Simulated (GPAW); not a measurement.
# A GW chain in GPAW: GaGeTe (R-3m), part 2 of 2

How does a plane-wave GW calculation on GaGeTe (R-3m) run from the first input to the gap?

GPAW 26.7.0; LDA and many-body steps on it, plane waves. Known limits of the many-body steps: not at the basis limit; no spin-orbit coupling.

So far. Step 3 (Bands along the symmetry lines): The gap is 0.139 eV, as in the run before at this level. Step 4 (Empty states on the mesh, 4×4×4 mesh, 802 bands): On this mesh the gap is 0.139 eV.

## Step 5: Screening and self-energy, 4×4×4 mesh, 130 bands, screening to 48 eV

Now the one-shot GW correction: screening in the RPA, then the self-energy of the levels asked for.

This step: G0W0 on LDA, plane waves, PAW.

Contents of run.py:

```python
import json
import numpy as np
from gpaw.mpi import world
from gpaw.response.g0w0 import G0W0

gw = G0W0('full.gpw',
    filename='gw',
    kpts=[0, 12],
    bands=(11, 15),
    ecut=48,
    nbands=130,
    integrate_gamma='WS',
    ppa=True)
gw.calculate()
res = {mode: {k: v for k, v in r.items() if k != 'sigma_eskwn'}
       for mode, r in gw.all_results.items()}

if world.rank == 0:
    with open('result.json', 'w') as f:
        json.dump(res, f, default=lambda x: x.tolist())
```

Run with:

```bash
$ mpirun -n 4 gpaw python run.py
```

Numbers of over 12 decimals in the logs are rounded to 6 here.

What it wrote:

```text
Using integrator: PointIntegrator
FrequencyGridDescriptor(from 0.000+0.000j to 0.000+27.211j eV, 2 points)
Nonperiodic BCs:  [False False False]
Using integrator: PointIntegrator
FrequencyGridDescriptor(from 0.000+0.000j to 0.000+27.211j eV, 2 points)
Nonperiodic BCs:  [False False False]
  ___  _ _ _
 |   || | | |
 | | || | | |
 |__ ||_____|
 |___|

BZ k-points: Symmetries present (total): 12

  [... matrices ...]
64 k-points: 4 x 4 x 4 Monkhorst-Pack grid + [1/8,1/8,1/8]
13 k-points in the irreducible part of the Brillouin zone
       k-points in crystal coordinates                weights
   0:     0.00000000    0.00000000    0.00000000          1/64
   1:     0.25000000    0.00000000   -0.25000000          6/64
   2:     0.25000000    0.00000000    0.00000000          6/64
   3:     0.25000000    0.25000000   -0.25000000          6/64
   4:     0.25000000    0.25000000    0.00000000          6/64
   5:     0.25000000    0.25000000    0.25000000          2/64
   6:     0.50000000    0.00000000    0.00000000          3/64
   7:     0.50000000    0.25000000   -0.25000000          6/64
   8:     0.50000000    0.25000000    0.00000000         12/64
   9:     0.50000000    0.25000000    0.25000000          6/64
          ...
  12:     0.50000000    0.50000000    0.50000000          1/64

Distributing spins, k-points and bands (1 x 2 x 4) over 4 processes
Number of blocks: 1

Quasi particle states:
k-points (IBZ indices): [0, 12]
Band range: (11, 15)
  [... matrices ...]
Computational parameters:
Plane wave cut-off: 48 eV
Number of bands: 130
Coulomb cutoff: None
Broadening: 0.1 eV

fxc modes: GW
Kernel: RPA
Using Godby-Needs plasmon-pole approximation:
  Fitting energy: i*E0, E0 = 1.000 Hartree
Summing all q:

Calculating screened Coulomb potential
No Coulomb truncation
FrequencyGridDescriptor(from 0.000+0.000j to 0.000+27.211j eV, 2 points)
Removing empty qpoint cache files...

Calculating chi0 body with:
    Ground state adapter containing:
    Number of spins: 1
    Number of kpoints: 64
    Number of irreducible kpoints: 13
    Number of completely occupied states: 13
    Number of partially occupied states: 13
    Occupied states memory: 42.8466796875 M / cpu

    Linear response parametrization:
    q_c: [0.0, 0.0, 0.0]
    Number of frequency points: 2
    Planewave cutoff: 48.0
    Number of bands: 130
    Number of planewaves: 127
    Broadening (eta): 1e-06
    comm.size: 4
    kncomm.size: 4
    blockcomm.size: 1

    Memory estimate of potentially large arrays:
        chi0_wGG: 0.492218 M / cpu
Integrating chi0 body.

Symmetries of q_c:
    Direct symmetries (Uq -> q): 12
    Indirect symmetries (TUq -> q): 0
In total 12 allowed symmetries.

  [... matrices ...]
13 groups of equivalent kpoints. 79.6875% reduction.

Integral kind: response function
Integrating chi0 head and wings.

Symmetries of q_c:
    Direct symmetries (Uq -> q): 12
    Indirect symmetries (TUq -> q): 0
In total 12 allowed symmetries.

  [... matrices ...]
13 groups of equivalent kpoints. 79.6875% reduction.

Integral kind: response function wings

Calculating chi0 body with:
    Ground state adapter containing:
    Number of spins: 1
    Number of kpoints: 64
    Number of irreducible kpoints: 13
    Number of completely occupied states: 13
    Number of partially occupied states: 13
    Occupied states memory: 42.8466796875 M / cpu

[... the further q-points ...]

Results:
f:      Occupation numbers
eps:     KS-eigenvalues [eV]
vxc:     KS vxc [eV]
exx:     Exact exchange [eV]
sigma:   Self-energies [eV]
dsigma:  Self-energy derivatives
Z:       Renormalization factors
qp:      QP-energies [eV]

k-point 0 (0): (0.000, 0.000, 0.000)                GW
band       f     eps     vxc     exx   sigma  dsigma       Z      qp
                                                                   GW
  11   1.000   3.730 -14.139 -15.233   1.434  -0.279   0.782   3.996
  12   1.000   3.730 -14.139 -15.233   1.434  -0.279   0.782   3.996
  13   0.000   4.725 -14.254 -10.198  -2.776  -0.276   0.784   5.729
  14   0.000   5.479 -14.566 -10.256  -2.923  -0.267   0.789   6.572

k-point 1 (12): (0.500, 0.500, 0.500)                GW
band       f     eps     vxc     exx   sigma  dsigma       Z      qp
                                                                   GW
  11   1.000   3.746 -14.215 -15.306   1.435  -0.278   0.782   4.015
  12   1.000   4.350 -14.583 -15.006   0.875  -0.273   0.786   4.705
  13   0.000   4.488 -14.922 -11.014  -2.476  -0.270   0.787   5.616
  14   0.000   5.053 -14.042  -9.723  -2.953  -0.265   0.791   6.133
```

It took 13 min on 4 MPI ranks of Arm Neoverse V1, shared host; peak memory 5.5 GiB.

Numbers from this step:

```
G0W0 gap on the points computed              : 0.9107 eV
least direct G0W0 gap on the computed points : 0.9107 eV
Z at the valence top                         : 0.7858
Z at the conduction bottom                   : 0.7872
starting gap on the mesh                     : 0.1385 eV
k of the valence top                         : 0.5, 0.5, 0.5
k of the conduction bottom                   : 0.5, 0.5, 0.5
```

The gap on the mesh goes from 0.14 eV to 0.91 eV, a correction of +0.77 eV.

Limits: finite bands, cutoff and mesh; model gap, bands may invert with spin-orbit coupling; no spin-orbit coupling. v1 is the top filled band, c1 the lowest empty one. The levels before and after the correction (eV, zero at the valence-band top of each column):

|  | conduction bottom | valence top |
| --- | --- | --- |
| Kohn-Sham | 0.14 | 0.00 |
| G0W0 | 0.91 | 0.00 |

|  | level | energy (eV) |
| --- | --- | --- |
| Kohn-Sham | (0.5 0.5 0.5) v2 | -0.603 |
| Kohn-Sham | (0.5 0.5 0.5) v1 | 0.000 |
| Kohn-Sham | (0.5 0.5 0.5) c1 | 0.139 |
| Kohn-Sham | (0.5 0.5 0.5) c2 | 0.704 |
| G0W0 | (0.5 0.5 0.5) v2 | -0.690 |
| G0W0 | (0.5 0.5 0.5) v1 | 0.000 |
| G0W0 | (0.5 0.5 0.5) c1 | 0.911 |
| G0W0 | (0.5 0.5 0.5) c2 | 1.428 |

## Step 6: Where the time went

Times are wall times on 4 MPI ranks of Arm Neoverse V1, shared host, good to a factor of about two.

| step | time | share | memory (GiB) |
| --- | --- | --- | --- |
| ground state | 74 s | 6 % | 1.8 |
| bands along the symmetry lines | 1.9 min | 8 % | 2.0 |
| empty states on the mesh | 5.3 min | 24 % | 6.2 |
| screening and self-energy | 13 min | 62 % | 5.5 |

## Step 7: Outcome

```json
{
 "LDA gap": "0.14 eV, direct",
 "G0W0 gap on the mesh": "0.91 eV",
 "GW settings": "4×4×4 mesh, 130 bands, screening to 48 eV, Godby-Needs plasmon pole",
 "known limits": "not at the basis limit; no spin-orbit coupling"
}
```

**Reading.** G0W0 moves the gap on the mesh from 0.14 eV to 0.91 eV (+0.77 eV), with Z of 0.79 and 0.79 at the edges. Only 2 of the mesh's irreducible points were corrected, so a valley elsewhere could overtake. The dearest step here is «screening and self-energy». Bands and cutoff are finite, so the gap is not at the basis limit. The miss can reach some tenths of an eV and take either sign; the mesh is an error of its own. These stock PAW sets were not made for GW; the filled d or f shell of Ga, Ge and Te lies in the frozen core, which bears on start and correction. In the G0W0 run levels were corrected at 2 k points alone, so a gap called «on the mesh» is the least over those, and an edge elsewhere would be missed. The many-body steps are scalar-relativistic: spin-orbit coupling is not in them.

[Paths, hosts, dates, memory and timing lines, banners, echoed tables and standing remarks are left out of the program output.]

[Logs are printed without paths, hosts, clocks, repeated set-up lines and the standing remarks that a program may print on its own settings, such as how far it seeks lower states.]

[Runs of the session that timed out or met a known fault of the program may be left out.]

[Hosts, paths, dates, database ids (printed as entryN), source tags and the programs' standing remarks are cut or masked in the printed files.]
